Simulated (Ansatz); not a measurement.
# Reading EPR parameters

A crystal has the composition KMF3, where M is a 3d element. A calculation (PBE+U, spin-orbit coupling in second variation, Ansatz) gives:

```
S                            : 2
g                            : ⊥ 1.9921, ∥ 1.9735
D, with anisotropic exchange : -1.8 cm⁻¹ (-53.9 GHz)
moment in its sphere         : 3.18 μB
```

**Question.** Which ion is it, and why?

The crystal is KCrF3, space group P4/mmm. The spin sits on Cr, with 6 F at 2.05 to 2.30 Å round it. With the usual charges of the other elements M must be +2. High-spin ions of that charge with S = 2 are d4 and d6, Cr and Fe; the sign of the g shift picks Cr²⁺ high-spin d⁴. Low-spin ions are left aside. The shift is negative: in a shell less than half full the orbital moment opposes the spin.

[Logs are printed without paths, hosts, clocks, repeated set-up lines and the standing remarks that a program may print on its own settings, such as how far it seeks lower states.]

[Hosts, paths, dates, database ids (printed as entryN), source tags and the programs' standing remarks are cut or masked in the printed files.]
